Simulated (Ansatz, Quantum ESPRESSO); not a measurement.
# Al(111), 5 layers, one monolayer of H on top sites: vacuum level and surface dipole, part 6 of 6

How much energy does it take to lift an electron out of Al(111), 5 layers, one monolayer of H on top sites, and how far do the settings matter?

Quantum ESPRESSO 7.5; plane-wave DFT, PBE, GBRV ultrasoft pseudopotentials; geometry and cross-check by Ansatz 0.2.0 with PAW datasets.

So far. Step 10 (Self-consistent run: LDA, PseudoDojo norm-conserving): The upper face goes from 5.870 eV (PBE, GBRV) to 5.907 eV, a change of +0.037 eV. Step 11 (Ground state: PBE, SG15 norm-conserving): The upper face goes from 5.870 eV (PBE, GBRV) to 5.880 eV, a change of +0.010 eV, a small one, from the pseudopotentials and their cutoffs.

**15. Ground state, with ecutwfc = 20 and ecutrho = 160**

How much does a setting matter? One run is repeated with a change.

Input file scf.w0.in:

```
&control
  prefix = 'scf.w0'
  outdir = './out'
  pseudo_dir = './pseudo'
  calculation = 'scf'
  tprnfor = .true.
  tefield = .true.
  dipfield = .true.
/
&system
  ibrav = 0
  nat = 6
  ntyp = 2
  ecutwfc = 20
  ecutrho = 160
  occupations = 'smearing'
  smearing = 'mv'
  degauss = 0.02
  edir = 3
  emaxpos = 0.97
  eopreg = 0.04
  eamp = 0.0
/
&electrons
  conv_thr = 1e-07
  mixing_beta = 0.4
  electron_maxstep = 120
  mixing_mode = 'local-TF'
/
ATOMIC_SPECIES
  Al  26.9815  al_pbe_v1.uspp.F.UPF
  H   1.0080  h_pbe_v1.4.uspp.F.UPF
CELL_PARAMETERS angstrom
  2.86378246382125 0.00000000000000 0.00000000000000
  1.43189123191063 2.48010836458159 0.00000000000000
  0.00000000000000 0.00000000000000 28.35307436090000
ATOMIC_POSITIONS crystal
  Al  0.666666666667 0.666666666667 0.292737214100
  Al  0.000000000000 0.000000000000 0.375206880700
  Al  0.333333333333 0.333333333333 0.457676547400
  Al  0.666666666667 0.666666666667 0.540292562966
  Al  0.000000000000 -0.000000000000 0.619934342088
  H   0.000000000000 -0.000000000000 0.676531232300
K_POINTS automatic
  12 12 1 0 0 0
```

The run is started by

```sh
OMP_NUM_THREADS=1 mpirun -n 2 pw.x -nk 2 -in scf.w0.in > scf.w0.out
```

The program printed:

```text
[banner, memory and clock lines left out]
Program PWSCF v.7.5 starts
[citation notice left out]

[...]
bravais-lattice index     =            0
     lattice parameter (alat)  =       5.4118  a.u.
     unit-cell volume          =    1358.9624 (a.u.)^3
     number of atoms/cell      =            6
     number of atomic types    =            2
     number of electrons       =        16.00
     number of Kohn-Sham states=           12
     kinetic-energy cutoff     =      20.0000  Ry
     charge density cutoff     =     160.0000  Ry
     scf convergence threshold =      1.0E-07
     mixing beta               =       0.4000
     number of iterations used =            8  local-TF  mixing
     Exchange-correlation=  SLA  PW   PBX  PBC
                           (   1   4   3   4   0   0   0)

[...]
PseudoPot. # 1 for Al read from file:
     ./pseudo/al_pbe_v1.uspp.F.UPF
     Pseudo is Ultrasoft + core correction, Zval =  3.0
     Generated by new atomic code, or converted to UPF format
     Using radial grid of  893 points,  3 beta functions with:
                l(1) =   0
                l(2) =   1
                l(3) =   2
     Q(r) pseudized with  8 coefficients,  rinner =    0.900   0.900   0.900
                                                       0.900   0.900

     PseudoPot. # 2 for H  read from file:
     ./pseudo/h_pbe_v1.4.uspp.F.UPF
     Pseudo is Ultrasoft, Zval =  1.0
     Generated by new atomic code, or converted to UPF format
     Using radial grid of  615 points,  2 beta functions with:
                l(1) =   0
                l(2) =   0
     Q(r) pseudized with  8 coefficients,  rinner =    0.700

     atomic species   valence    mass     pseudopotential
     Al                3.00    26.98150     Al( 1.00)
     H                 1.00     1.00800     H ( 1.00)

     No symmetry found

[...]
number of k points=    74  Marzari-Vanderbilt smearing, width (Ry)=  0.0200
[...]
Dense  grid:    46307 G-vectors     FFT dimensions: (  24,  24, 216)

     Smooth grid:    16563 G-vectors     FFT dimensions: (  15,  15, 160)

     Initial potential from superposition of free atoms

     starting charge      15.9877, renormalised to      16.0000

     negative rho (up, down):  3.239E-05 0.000E+00

     Adding external electric field

     Computed dipole along edir(3) :
        Dipole               -0.0090 Ry au,         -0.0228 Debye
        Dipole field         -0.0001 Ry au,

        Potential amp.        0.0085 Ry
        Total length         51.4364 bohr

     Starting wfcs are   21 randomized atomic wfcs

     per-process dynamical memory:    39.6 Mb

     Self-consistent Calculation

     iteration #  1     ecut=    20.00 Ry     beta= 0.40
     Davidson diagonalization with overlap
     ethr =  1.00E-02,  avg # of iterations =  3.3

     negative rho (up, down):  3.021E-07 0.000E+00

     Adding external electric field

     Computed dipole along edir(3) :
        Dipole               -0.0172 Ry au,         -0.0438 Debye
        Dipole field         -0.0002 Ry au,

        Potential amp.        0.0164 Ry
        Total length         51.4364 bohr

     total energy              =     -34.64271677 Ry
     estimated scf accuracy    <       0.68976308 Ry

     iteration #  2     ecut=    20.00 Ry     beta= 0.40
[...]
negative rho (up, down):  3.644E-06 0.000E+00

[...]
Dipole               -0.0456 Ry au,         -0.1159 Debye
[...]
total energy              =     -34.61413951 Ry
     estimated scf accuracy    <       0.31484615 Ry

     iteration #  3     ecut=    20.00 Ry     beta= 0.40
[...]
negative rho (up, down):  7.391E-07 0.000E+00

[...]
Dipole               -0.0732 Ry au,         -0.1860 Debye
[...]
total energy              =     -34.62518862 Ry
     estimated scf accuracy    <       0.02753471 Ry

     iteration #  4     ecut=    20.00 Ry     beta= 0.40
[...]
negative rho (up, down):  7.788E-05 0.000E+00

[...]
Dipole               -0.1153 Ry au,         -0.2931 Debye
[...]
total energy              =     -34.62403130 Ry
     estimated scf accuracy    <       0.01971262 Ry

     iteration #  5     ecut=    20.00 Ry     beta= 0.40
[...]
negative rho (up, down):  1.623E-05 0.000E+00

[...]
Dipole               -0.1263 Ry au,         -0.3209 Debye
[...]
total energy              =     -34.62485549 Ry
     estimated scf accuracy    <       0.00618776 Ry

     iteration #  6     ecut=    20.00 Ry     beta= 0.40
[...]
negative rho (up, down):  1.782E-06 0.000E+00

[...]
Dipole               -0.1954 Ry au,         -0.4965 Debye
[...]
total energy              =     -34.62417522 Ry
     estimated scf accuracy    <       0.00566219 Ry

[...]
iteration # 16     ecut=    20.00 Ry     beta= 0.40
[...]
negative rho (up, down):  2.895E-04 0.000E+00

[...]
Dipole               -0.1327 Ry au,         -0.3373 Debye
[...]
total energy              =     -34.62382373 Ry
     estimated scf accuracy    <       0.00001039 Ry

     iteration # 17     ecut=    20.00 Ry     beta= 0.40
[...]
negative rho (up, down):  1.900E-04 0.000E+00

[...]
Dipole               -0.1328 Ry au,         -0.3375 Debye
[...]
total energy              =     -34.62382520 Ry
     estimated scf accuracy    <       0.00000036 Ry

     iteration # 18     ecut=    20.00 Ry     beta= 0.40
[...]
negative rho (up, down):  1.469E-04 0.000E+00

[...]
Dipole               -0.1328 Ry au,         -0.3375 Debye
[...]
total energy              =     -34.62382546 Ry
     estimated scf accuracy    <       0.00000049 Ry

     iteration # 19     ecut=    20.00 Ry     beta= 0.40
[...]
negative rho (up, down):  1.148E-04 0.000E+00

[...]
Dipole               -0.1338 Ry au,         -0.3401 Debye
[...]
End of self-consistent calculation

          k = 0.0000 0.0000 0.0000 (  2033 PWs)   bands (ev):

   -10.5368  -9.8932  -8.7787  -7.2863  -5.6153  -3.8024  -1.5417   0.8391
     3.1089   4.3523   5.1797   6.0218

          k = 0.0000 0.0962 0.0000 (  2033 PWs)   bands (ev):

   -10.3699  -9.7270  -8.6139  -7.1245  -5.4590  -3.6526  -1.3965   0.9795
     3.2535   4.5116   5.3404   6.1700

[...]
the Fermi energy is     0.3344 ev

!    total energy              =     -34.62382555 Ry
     estimated scf accuracy    <       0.00000008 Ry
     smearing contrib. (-TS)   =       0.00096781 Ry
     internal energy E=F+TS    =     -34.62479336 Ry

     The total energy is F=E-TS. E is the sum of the following terms:
     one-electron contribution =    -345.23292551 Ry
     hartree contribution      =     176.31522176 Ry
     xc contribution           =     -22.03153934 Ry
     ewald contribution        =     156.32428413 Ry
     electric field correction =       0.00016559 Ry

     convergence has been achieved in  19 iterations

     negative rho (up, down):  1.148E-04 0.000E+00

     Forces acting on atoms (cartesian axes, Ry/au):

     atom    1 type  1   force =    -0.00000003   -0.00000003   -0.00142279
     atom    2 type  1   force =    -0.00000000    0.00000000    0.00379811
     atom    3 type  1   force =     0.00000002    0.00000001   -0.00260110
     atom    4 type  1   force =    -0.00000000   -0.00000000   -0.00018440
     atom    5 type  1   force =     0.00000000   -0.00000000    0.00027255
     atom    6 type  2   force =     0.00000001    0.00000002    0.00013763

     Total force =     0.004831     Total SCF correction =     0.000252

[...]
```

Elapsed: 13 s, on 2 MPI ranks of Intel Xeon 6975P-C (Granite Rapids), shared host; peak memory 0.21 GiB; 26 s of CPU time.

The changed values were drawn from a wide range, not chosen for quality; the comparison shows what they did here together.

Beside the run it was changed from:

```
                     quantity   this run  unchanged run  difference
dipole along the normal (e·Å)   -0.07081       -0.07064     -1.7e-4
             free energy (eV)  -471.0811      -471.1061       0.025
                wall time (s)         13             53            
               SCF iterations         19             23
```

The free energy moves by +4.2 meV an atom.

The physical values in this table move by up to 0.24 %.

**16. Electrostatic potential**

The follow-up step for that run.

Input file scf.w0.pot.in:

```
&inputpp
  prefix = 'scf.w0'
  outdir = './out'
  filplot = 'scf.w0.pot.dat'
  plot_num = 11
/
```

The run is started by

```sh
OMP_NUM_THREADS=1 mpirun -n 2 pp.x -in scf.w0.pot.in > scf.w0.pot.out
```

Elapsed: 1.2 s, on 2 MPI ranks; peak memory 0.1 GiB; 2 s of CPU time.

Beside the run it was changed from:

| quantity | this run | unchanged run | difference |
| --- | --- | --- | --- |
| work function of the upper face (eV) | 5.871 | 5.871 | -2.4e-4 |
| work function of the lower face (eV) | 4.067 | 4.071 | -0.0044 |
| upper vacuum line continued to the top atoms, over the Fermi level (eV) | 5.871 | 5.871 | -4.0e-4 |
| lower vacuum line continued to the bottom atoms, over the Fermi level (eV) | 4.066 | 4.071 | -0.0044 |
| wall time (s) | 1.2 | 0.97 |  |

Levels move by up to 4 meV, which is small.

**17. By hand**

In the first self-consistent run, on its own zero, the Fermi level is 0.334 eV and the upper vacuum level 6.205 eV: φ = 6.205 − (0.334) = 5.871 eV.

The dipole of -0.3393 D is -0.0706 e Å (1 D = 0.20819 e Å). A dipole layer steps the potential by e p/(ε₀A), with e/ε₀ = 180.95 V Å: 180.95 × 0.0706 / 7.102 = 1.800 eV, against 1.800 eV between the two work functions.

**18. Summary of results**

| Quantity | Value |
| --- | --- |
| work function of the covered face, PBE, GBRV | 5.87 eV |
| work function of the bare face, PBE, GBRV | 4.07 eV |
| covered face by ESM | 5.87 eV |
| dipole along the normal | -0.0706 e·Å |
| covered face by Ansatz | 5.85 eV |

At the first level (PBE, GBRV ultrasoft) the work function comes to 5.87 eV on the upper face and 4.07 eV on the lower. The H layer ends 1.60 Å above the top metal plane and raises the work function by 1.80 eV against the bare face. This is the step −180.95 p/A = +1.80 eV of the slab's dipole p = -0.07064 e Å, which the dipole correction builds in. The bare face is held at bulk positions, so it is no relaxed clean surface. ESM differs from the periodic treatment by -2 meV on the upper face and +8 meV on the lower. Over the levels tried, the uncorrected run apart, the upper face spans 5.85 eV (Ansatz PBE PAW, sawtooth) to 5.91 eV (QE LDA PseudoDojo norm-conserving, ESM bc1). Without a correction the vacuum potential slopes by 117 meV/Å, so no single vacuum level can be read. Quantum ESPRESSO and Ansatz give 5.87 and 5.85 eV for the upper face, which agree. Ansatz ran with Fermi-Dirac smearing of 0.1 eV against cold smearing of 0.02 Ry, which alone can move a level by some tens of meV. With 12×12 points and so few layers the values hold to some 0.05 to 0.1 eV. The slab is cut at a tabulated measured bulk lattice constant, given to two decimals. A full 1×1 monolayer may not be the stable structure at this coverage.

[Logs are printed without paths, hosts, clocks, repeated set-up lines and the standing remarks that a program may print on its own settings, such as how far it seeks lower states.]

[Hosts, paths, dates, database ids (printed as entryN), source tags and the programs' standing remarks are cut or masked in the printed files.]

[Maps of the electrostatic potential energy from Ansatz leave out the sawtooth potential of an applied field or a dipole correction, so their vacuum need not be flat; planar profiles and work functions include it.]
